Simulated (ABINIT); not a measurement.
# AlGaN2 (P3m1): G0W0 with ABINIT, start to end, part 2 of 3

Wanted: ground state, empty states, screening and self-energy for AlGaN2 (P3m1).

ABINIT 10.8.3; LDA and many-body steps on it, plane waves. Known limits of the many-body steps: not at the basis limit; no spin-orbit coupling; coarse k mesh.

So far. Step 2 (Ground state): The gap is direct, at Γ.

**3. Bands along the symmetry lines**

Level of this step: DFT, LDA, plane waves, norm-conserving pseudopotentials (ABINIT).

Levels along a band path, at the cheap level, show where the edges lie and whether the meshes to come will hold them.

Input file run.abi:

```
acell 3*1.0 Angstrom
rprim 
  3.145282644058 -0.000000000015 0.000000000000
  -1.572641322016 2.723894671844 0.000000000000
  0.000000000000 0.000000000000 5.096893730000
ntypat 3
znucl 13 31 7
natom 4
typat 1 2 3 3
xred 
  0.000000000000 0.000000000000 0.999263770000
  0.666666666667 0.333333333333 0.497174210000
  0.666666666667 0.333333333333 0.111803640000
  0.000000000000 0.000000000000 0.628158390000
pp_dirpath "pseudos"
pseudos "Al.upf, Ga.upf, N.upf"
ecut 45
iscf -2
irdden 1
kptopt 0
nkpt 75
kpt 
  0.00000000 0.00000000 0.00000000
  0.06250000 0.00000000 0.00000000
  0.12500000 0.00000000 0.00000000
  0.18750000 0.00000000 0.00000000
  0.25000000 0.00000000 0.00000000
  0.31250000 0.00000000 0.00000000
  0.37500000 0.00000000 0.00000000
  0.43750000 0.00000000 0.00000000
  0.50000000 0.00000000 0.00000000
  0.47916667 0.04166667 0.00000000
  0.45833333 0.08333333 0.00000000
  0.43750000 0.12500000 0.00000000
  0.41666666 0.16666666 0.00000000
  0.39583333 0.20833333 0.00000000
  0.37500000 0.25000000 0.00000000
  0.35416666 0.29166666 0.00000000
  0.33333333 0.33333333 0.00000000
  0.29166666 0.29166666 0.00000000
  0.25000000 0.25000000 0.00000000
  0.20833333 0.20833333 0.00000000
  0.16666666 0.16666666 0.00000000
  0.12500000 0.12500000 0.00000000
  0.08333333 0.08333333 0.00000000
  0.04166667 0.04166667 0.00000000
  0.00000000 0.00000000 0.00000000
  0.00000000 0.00000000 0.06250000
  0.00000000 0.00000000 0.12500000
  0.00000000 0.00000000 0.18750000
  0.00000000 0.00000000 0.25000000
  0.00000000 0.00000000 0.31250000
  0.00000000 0.00000000 0.37500000
  0.00000000 0.00000000 0.43750000
  0.00000000 0.00000000 0.50000000
  0.06250000 0.00000000 0.50000000
  0.12500000 0.00000000 0.50000000
  0.18750000 0.00000000 0.50000000
  0.25000000 0.00000000 0.50000000
  0.31250000 0.00000000 0.50000000
  0.37500000 0.00000000 0.50000000
  0.43750000 0.00000000 0.50000000
  0.50000000 0.00000000 0.50000000
  0.47916667 0.04166667 0.50000000
  0.45833333 0.08333333 0.50000000
  0.43750000 0.12500000 0.50000000
  0.41666666 0.16666666 0.50000000
  0.39583333 0.20833333 0.50000000
  0.37500000 0.25000000 0.50000000
  0.35416666 0.29166666 0.50000000
  0.33333333 0.33333333 0.50000000
  0.29166666 0.29166666 0.50000000
  0.25000000 0.25000000 0.50000000
  0.20833333 0.20833333 0.50000000
  0.16666666 0.16666666 0.50000000
  0.12500000 0.12500000 0.50000000
  0.08333333 0.08333333 0.50000000
  0.04166667 0.04166667 0.50000000
  0.00000000 0.00000000 0.50000000
  0.50000000 0.00000000 0.50000000
  0.50000000 0.00000000 0.43750000
  0.50000000 0.00000000 0.37500000
  0.50000000 0.00000000 0.31250000
  0.50000000 0.00000000 0.25000000
  0.50000000 0.00000000 0.18750000
  0.50000000 0.00000000 0.12500000
  0.50000000 0.00000000 0.06250000
  0.50000000 0.00000000 0.00000000
  0.33333333 0.33333333 0.50000000
  0.33333333 0.33333333 0.43750000
  0.33333333 0.33333333 0.37500000
  0.33333333 0.33333333 0.31250000
  0.33333333 0.33333333 0.25000000
  0.33333333 0.33333333 0.18750000
  0.33333333 0.33333333 0.12500000
  0.33333333 0.33333333 0.06250000
  0.33333333 0.33333333 0.00000000
istwfk *1
nband 24
nbdbuf 2
tolwfr 1e-08
nstep 40
prtwf 0
prtvol 0
indata_prefix "in"
outdata_prefix "out"
tmpdata_prefix "tmp"
```

Launch:

```console
$ OMP_NUM_THREADS=1 mpirun -n 4 abinit run.abi > log
```

Numbers of over 12 decimals in the logs are rounded to 6 here.

The log of the run:

```text
.Version 10.8.3 of ABINIT. v10.8.2 released Aug 2026.

 Symmetries : space group P3 m 1 (#156); Bravais hP (primitive hexag.)
[... echo of the input left out ...]
== DATASET  1 ==================================================================
-   mpi_nproc: 4, omp_nthreads: 1 (-1 if OMP is not activated)

--- !DatasetInfo
iteration_state: {dtset: 1, }
dimensions: {natom: 4, nkpt: 75, mband: 24, nsppol: 1, nspinor: 1, nspden: 1, mpw: 4289, }
cutoff_energies: {ecut:  45.0, pawecutdg:  -1.0, }
electrons: {nelect:   3.40000000E+01, charge:   0.00000000E+00, occopt:   1.00000000E+00, tsmear:   1.00000000E-02, }

 Real(R)+Recip(G) space primitive vectors, cartesian coordinates (Bohr,Bohr^-1):
 R(1)=  5.9437228  0.0000000  0.0000000  G(1)=  0.1682447  0.0971361  0.0000000
 R(2)= -2.9718614  5.1474149  0.0000000  G(2)=  0.0000000  0.1942723  0.0000000
 R(3)=  0.0000000  0.0000000  9.6317332  G(3)=  0.0000000  0.0000000  0.1038235
 Unit cell volume ucvol=  2.9468102E+02 bohr^3
 Angles (23,13,12)=  9.00000000E+01  9.00000000E+01  1.20000000E+02 degrees

 getcut: wavevector=  0.0000  0.0000  0.0000  ngfft=  36  36  60
         ecut(hartree)=     45.000   => boxcut(ratio)=   2.00573

--- Pseudopotential description ------------------------------------------------
- Al Generated using ONCVPSP code by D. R. Hamann
- 13.00000   3.00000  180309                  znucl, zion, pspdat
12 -1012 2 -1 1854                            pspcod,pspxc,lmax,lloc,mmax
     nproj     2     2     2
  pspatm : epsatm=    0.57439143
         --- l  ekb(1:nproj) -->
             0    5.725870    0.726131
             1    6.190420    0.914022
             2   -4.229503   -0.925599
 pspatm: atomic psp has been read  and splines computed

- Ga Generated using ONCVPSP code by D. R. Hamann
- 31.00000  21.00000  180309                  znucl, zion, pspdat
12 -1012 2 -1 1858                            pspcod,pspxc,lmax,lloc,mmax
     nproj     2     2     2
  pspatm : epsatm=   21.89818218
         --- l  ekb(1:nproj) -->
[...]
pspatm: atomic psp has been read  and splines computed

- N Generated using ONCVPSP code by D. R. Hamann
-  7.00000   5.00000  180309                  znucl, zion, pspdat
12 -1012 1 -1 1058                            pspcod,pspxc,lmax,lloc,mmax
     nproj     2     2     0
  pspatm : epsatm=    5.30777321
         --- l  ekb(1:nproj) -->
[...]
pspatm: atomic psp has been read  and splines computed

--------------------------------------------------------------------------------

================================================================================
 prteigrs : about to open file out_EIG
 Non-SCF case, kpt    1 (  0.00000  0.00000  0.00000), residuals and eigenvalues=
  4.26E-09  5.08E-09  2.36E-09  5.30E-09  9.59E-10  1.63E-09  5.20E-09  7.15E-09
  2.83E-09  6.09E-09  7.10E-09  1.05E-09  3.68E-09  6.92E-09  3.01E-09  3.35E-09
[...]
Non-SCF case, kpt    3 (  0.12500  0.00000  0.00000), residuals and eigenvalues=
[...]
Non-SCF case, kpt   74 (  0.33333  0.33333  0.06250), residuals and eigenvalues=
[...]
Non-SCF case, kpt   75 (  0.33333  0.33333  0.00000), residuals and eigenvalues=
[...]
3.8602E-02  7.7858E-02  1.1992E-01  1.2909E-01  1.3073E-01  4.0699E-01
  5.2540E-01  5.2900E-01  5.4614E-01  6.1122E-01  6.3087E-01  7.0158E-01

--- !ResultsGS
iteration_state: {dtset: 1, }
comment   : Summary of ground state results
lattice_vectors:
- [  5.9437228,  -0.0000000,   0.0000000, ]
- [ -2.9718614,   5.1474149,   0.0000000, ]
- [  0.0000000,   0.0000000,   9.6317332, ]
lattice_lengths: [   5.94372,    5.94372,    9.63173, ]
lattice_angles: [ 90.000,  90.000, 120.000, ] # degrees, (23, 13, 12)
lattice_volume:   2.9468102E+02
convergence: {deltae:  0.000E+00, res2:  0.000E+00, residm:  9.984E-09, diffor:  0.000E+00, }
etotal    :  -2.71192046E+02
entropy   :   0.00000000E+00
fermie    :   2.27216883E-01
cartesian_stress_tensor: null
pressure_GPa: null
xred      :
- [  0.0000E+00,   0.0000E+00,   9.9926E-01, Al]
- [  6.6667E-01,   3.3333E-01,   4.9717E-01, Ga]
- [  6.6667E-01,   3.3333E-01,   1.1180E-01,  N]
- [  0.0000E+00,   0.0000E+00,   6.2816E-01,  N]
cartesian_forces: null
force_length_stats: {min: null, max: null, mean: null, }

 Integrated electronic density in atomic spheres:
 ------------------------------------------------
 Atom  Sphere_radius  Integrated_density
[...]
================================================================================

 ----iterations are completed or convergence reached----

 Mean square residual over all n,k,spin=   52.826E-10; max=  99.835E-10
 reduced coordinates (array xred) for    4 atoms
[...]
0.666666666667      0.333333333333      0.111803640000
       0.000000000000      0.000000000000      0.628158390000

 cartesian coordinates (angstrom) at end:
    1      0.000000     0.000000     5.093141
    2      1.572641     0.907965     2.534044
    3      1.572641     0.907965     0.569851
    4      0.000000     0.000000     3.201657
 length scales=  1.889726125908  1.889726125908  1.889726125908 bohr
              =  1.000000000000  1.000000000000  1.000000000000 angstroms
 prteigrs : about to open file out_EIG
 Eigenvalues (hartree) for nkpt=  75  k points:
 kpt#   1, nband= 24, wtk=  1.00000, kpt=  0.0000  0.0000  0.0000 (reduced coord)
[...]
kpt#   2, nband= 24, wtk=  1.00000, kpt=  0.0625  0.0000  0.0000 (reduced coord)
[...]
kpt#   3, nband= 24, wtk=  1.00000, kpt=  0.1250  0.0000  0.0000 (reduced coord)
[...]
kpt#  74, nband= 24, wtk=  1.00000, kpt=  0.3333  0.3333  0.0625 (reduced coord)
[...]
kpt#  75, nband= 24, wtk=  1.00000, kpt=  0.3333  0.3333  0.0000 (reduced coord)
[...]
-0.25445   -0.21810   -0.18615    0.03558    0.03860    0.07786    0.11992    0.12909
   0.13073    0.40699    0.52540    0.52900    0.54614    0.61122    0.63087    0.70158

== END DATASET(S) ==============================================================
================================================================================

 -outvars: echo values of variables after computation  --------
            nband          24
             nkpt          75
          spgroup         156
 [... the other variables as echoed above ...]

 Calculation completed.
```

Run time: 34 s. Hardware: 4 MPI ranks of Intel Xeon Platinum 8559C (Emerald Rapids), shared host; peak memory 0.41 GiB.

This step gave:

```
gap                        : 2.908 eV
k of the valence top       : 0, 0, 0
k of the conduction bottom : 0, 0, 0
least direct gap           : 2.908 eV
```

The gap is 2.908 eV, as in the run before at this level.

Electronic bands along the path, in eV, zero at the top of the highest filled band:

| point | band 14 | band 15 | band 16 | band 17 | band 18 | band 19 | band 20 | band 21 |
| --- | --- | --- | --- | --- | --- | --- | --- | --- |
| Γ | -1.10 | -0.12 | 0.00 | 0.00 | 2.91 | 5.48 | 9.57 | 10.40 |
| halfway | -2.68 | -1.84 | -0.64 | -0.45 | 5.06 | 6.59 | 7.83 | 8.83 |
| M | -3.89 | -2.46 | -2.11 | -0.87 | 5.13 | 5.78 | 6.70 | 9.62 |
| halfway | -3.73 | -3.35 | -2.21 | -1.74 | 5.34 | 6.78 | 7.40 | 9.01 |
| K | -4.06 | -2.92 | -2.67 | -2.63 | 4.89 | 8.11 | 8.21 | 8.68 |
| halfway | -3.53 | -2.08 | -1.01 | -0.78 | 5.68 | 7.15 | 7.62 | 8.34 |
| Γ | -1.10 | -0.12 | 0.00 | 0.00 | 2.91 | 5.48 | 9.57 | 10.40 |
| halfway | -1.01 | -1.01 | -0.10 | -0.10 | 3.91 | 5.61 | 9.21 | 10.38 |
| A | -0.90 | -0.90 | -0.22 | -0.22 | 4.87 | 5.63 | 8.83 | 9.50 |
| halfway | -2.01 | -1.77 | -1.38 | -1.01 | 5.58 | 5.93 | 7.86 | 9.00 |
| L | -1.95 | -1.84 | -1.64 | -1.43 | 4.45 | 5.01 | 7.65 | 8.92 |
| halfway | -3.08 | -2.99 | -1.43 | -1.21 | 5.30 | 5.92 | 7.92 | 8.83 |
| H | -4.22 | -3.98 | -1.30 | -1.11 | 6.47 | 6.86 | 7.18 | 7.55 |
| halfway | -2.14 | -1.89 | -1.66 | -1.48 | 5.86 | 6.22 | 8.13 | 8.75 |
| A | -0.90 | -0.90 | -0.22 | -0.22 | 4.87 | 5.63 | 8.83 | 9.50 |
| jump to L | -1.95 | -1.84 | -1.64 | -1.43 | 4.45 | 5.01 | 7.65 | 8.92 |
| halfway | -3.02 | -2.27 | -1.53 | -1.14 | 4.47 | 5.52 | 7.59 | 9.11 |
| M | -3.89 | -2.46 | -2.11 | -0.87 | 5.13 | 5.78 | 6.70 | 9.62 |
| jump to H | -4.22 | -3.98 | -1.30 | -1.11 | 6.47 | 6.86 | 7.18 | 7.55 |
| halfway | -4.64 | -3.13 | -1.96 | -1.89 | 5.68 | 7.36 | 7.88 | 8.06 |
| K | -4.06 | -2.92 | -2.67 | -2.63 | 4.89 | 8.11 | 8.21 | 8.68 |

**4. Empty states on the mesh, 3×3×2 mesh, 38 bands**

The sums over transitions need many empty states on a uniform mesh; this step solves for them.

Input file run.abi:

```
acell 3*1.0 Angstrom
rprim 
  3.145282644058 -0.000000000015 0.000000000000
  -1.572641322016 2.723894671844 0.000000000000
  0.000000000000 0.000000000000 5.096893730000
ntypat 3
znucl 13 31 7
natom 4
typat 1 2 3 3
xred 
  0.000000000000 0.000000000000 0.999263770000
  0.666666666667 0.333333333333 0.497174210000
  0.666666666667 0.333333333333 0.111803640000
  0.000000000000 0.000000000000 0.628158390000
pp_dirpath "pseudos"
pseudos "Al.upf, Ga.upf, N.upf"
ecut 45
ngkpt 3 3 2
nshiftk 1
shiftk 0 0 0
kptopt 1
chksymbreak 0
iscf -2
irdden 1
istwfk *1
nband 38
nbdbuf 4
tolwfr 1e-09
nstep 60
prtvol 0
indata_prefix "in"
outdata_prefix "out"
tmpdata_prefix "tmp"
```

The log of the run:

```text
.Version 10.8.3 of ABINIT. v10.8.2 released Aug 2026.

 Symmetries : space group P3 m 1 (#156); Bravais hP (primitive hexag.)
[... echo of the input left out ...]
== DATASET  1 ==================================================================
-   mpi_nproc: 4, omp_nthreads: 1 (-1 if OMP is not activated)

--- !DatasetInfo
iteration_state: {dtset: 1, }
dimensions: {natom: 4, nkpt: 6, mband: 38, nsppol: 1, nspinor: 1, nspden: 1, mpw: 4266, }
cutoff_energies: {ecut:  45.0, pawecutdg:  -1.0, }
electrons: {nelect:   3.40000000E+01, charge:   0.00000000E+00, occopt:   1.00000000E+00, tsmear:   1.00000000E-02, }

 Real(R)+Recip(G) space primitive vectors, cartesian coordinates (Bohr,Bohr^-1):
 R(1)=  5.9437228  0.0000000  0.0000000  G(1)=  0.1682447  0.0971361  0.0000000
 R(2)= -2.9718614  5.1474149  0.0000000  G(2)=  0.0000000  0.1942723  0.0000000
 R(3)=  0.0000000  0.0000000  9.6317332  G(3)=  0.0000000  0.0000000  0.1038235
 Unit cell volume ucvol=  2.9468102E+02 bohr^3
 Angles (23,13,12)=  9.00000000E+01  9.00000000E+01  1.20000000E+02 degrees

 getcut: wavevector=  0.0000  0.0000  0.0000  ngfft=  36  36  60
         ecut(hartree)=     45.000   => boxcut(ratio)=   2.00573

--- Pseudopotential description ------------------------------------------------
- Al Generated using ONCVPSP code by D. R. Hamann
- 13.00000   3.00000  180309                  znucl, zion, pspdat
12 -1012 2 -1 1854                            pspcod,pspxc,lmax,lloc,mmax
     nproj     2     2     2
  pspatm : epsatm=    0.57439143
         --- l  ekb(1:nproj) -->
             0    5.725870    0.726131
             1    6.190420    0.914022
             2   -4.229503   -0.925599
 pspatm: atomic psp has been read  and splines computed

- Ga Generated using ONCVPSP code by D. R. Hamann
- 31.00000  21.00000  180309                  znucl, zion, pspdat
12 -1012 2 -1 1858                            pspcod,pspxc,lmax,lloc,mmax
     nproj     2     2     2
  pspatm : epsatm=   21.89818218
         --- l  ekb(1:nproj) -->
[...]
pspatm: atomic psp has been read  and splines computed

- N Generated using ONCVPSP code by D. R. Hamann
-  7.00000   5.00000  180309                  znucl, zion, pspdat
12 -1012 1 -1 1058                            pspcod,pspxc,lmax,lloc,mmax
     nproj     2     2     0
  pspatm : epsatm=    5.30777321
         --- l  ekb(1:nproj) -->
[...]
pspatm: atomic psp has been read  and splines computed

--------------------------------------------------------------------------------

================================================================================
 prteigrs : about to open file out_EIG
 Non-SCF case, kpt    1 (  0.00000  0.00000  0.00000), residuals and eigenvalues=
  4.05E-10  4.77E-10  1.41E-10  1.06E-10  3.18E-10  4.13E-10  1.72E-10  7.39E-10
  6.49E-10  8.14E-10  9.75E-10  4.60E-10  2.48E-10  5.84E-10  5.13E-10  1.34E-10
  5.64E-10  4.34E-10  6.18E-10  8.15E-10  1.05E-10  5.46E-10  3.15E-10  1.62E-10
[...]
9.92E-10  3.30E-10  9.63E-10  4.28E-07  1.06E-05  3.03E-06
 -4.9608E+00 -3.1661E+00 -3.1660E+00 -3.1660E+00 -3.4272E-01 -2.9941E-01
 -2.6325E-01 -2.6325E-01 -2.5359E-01 -2.5359E-01 -2.1788E-01 -1.7190E-02
[...]
9.0165E-01  9.6666E-01  1.0625E+00  1.0804E+00  1.0804E+00  1.2289E+00
  1.2289E+00  1.2466E+00
 prteigrs : prtvol=0 or 1, do not print more k-points.

--- !ResultsGS
iteration_state: {dtset: 1, }
comment   : Summary of ground state results
lattice_vectors:
- [  5.9437228,  -0.0000000,   0.0000000, ]
- [ -2.9718614,   5.1474149,   0.0000000, ]
- [  0.0000000,   0.0000000,   9.6317332, ]
lattice_lengths: [   5.94372,    5.94372,    9.63173, ]
lattice_angles: [ 90.000,  90.000, 120.000, ] # degrees, (23, 13, 12)
lattice_volume:   2.9468102E+02
convergence: {deltae:  0.000E+00, res2:  0.000E+00, residm:  9.995E-10, diffor:  0.000E+00, }
etotal    :  -2.71192046E+02
entropy   :   0.00000000E+00
fermie    :   2.27216883E-01
cartesian_stress_tensor: null
pressure_GPa: null
xred      :
- [  0.0000E+00,   0.0000E+00,   9.9926E-01, Al]
- [  6.6667E-01,   3.3333E-01,   4.9717E-01, Ga]
- [  6.6667E-01,   3.3333E-01,   1.1180E-01,  N]
- [  0.0000E+00,   0.0000E+00,   6.2816E-01,  N]
cartesian_forces: null
force_length_stats: {min: null, max: null, mean: null, }

 Integrated electronic density in atomic spheres:
 ------------------------------------------------
 Atom  Sphere_radius  Integrated_density
[...]
================================================================================

 ----iterations are completed or convergence reached----

 Mean square residual over all n,k,spin=   50.287E-11; max=  99.947E-11
 reduced coordinates (array xred) for    4 atoms
[...]
0.666666666667      0.333333333333      0.111803640000
       0.000000000000      0.000000000000      0.628158390000

 cartesian coordinates (angstrom) at end:
    1      0.000000     0.000000     5.093141
    2      1.572641     0.907965     2.534044
    3      1.572641     0.907965     0.569851
    4      0.000000     0.000000     3.201657
 length scales=  1.889726125908  1.889726125908  1.889726125908 bohr
              =  1.000000000000  1.000000000000  1.000000000000 angstroms
 prteigrs : about to open file out_EIG
 Eigenvalues (hartree) for nkpt=   6  k points:
 kpt#   1, nband= 38, wtk=  0.05556, kpt=  0.0000  0.0000  0.0000 (reduced coord)
[...]
0.22722    0.33410    0.42848    0.57907    0.60953    0.60953    0.65803    0.67260
   0.67260    0.76366    0.77660    0.77660    0.87074    0.87074    0.90165    0.96666
   1.06249    1.08042    1.08042    1.22893    1.22894    1.24659
 prteigrs : prtvol=0 or 1, do not print more k-points.

== END DATASET(S) ==============================================================
================================================================================

 -outvars: echo values of variables after computation  --------
            nband          38
             nkpt           6
          spgroup         156
 [... the other variables as echoed above ...]

 Calculation completed.
```

Elapsed: 8.3 s, on 4 MPI ranks; peak memory 0.31 GiB.

Numbers from this step:

```
gap                                                           : 2.908 eV
k of the valence top                                          : 0, 0, 0
k of the conduction bottom                                    : 0, 0, 0
least direct gap                                              : 2.908 eV
k points computed                                             : 6
lowest point of the top converged band, above the valence top : 22.79 eV
```

On this mesh the gap is 2.908 eV.

(Continued in part 3 of 3.)

[Paths, hosts, dates, memory and timing lines, banners, echoed tables and standing remarks are left out of the program output.]

[Logs are printed without paths, hosts, clocks, repeated set-up lines and the standing remarks that a program may print on its own settings, such as how far it seeks lower states.]

[Runs of the session that timed out or met a known fault of the program may be left out.]

[Hosts, paths, dates, database ids (printed as entryN), source tags and the programs' standing remarks are cut or masked in the printed files.]

[G0W0 gaps are taken among the corrected bands and points alone; a level outside them can change the order at an edge.]

[Where Ansatz stands beside ABINIT at settings called matched, ABINIT's density can come from a denser mesh and the files from another edition; pairs whose starting gaps differed by over 0.03 eV were left out, so agreement reads better than it is.]
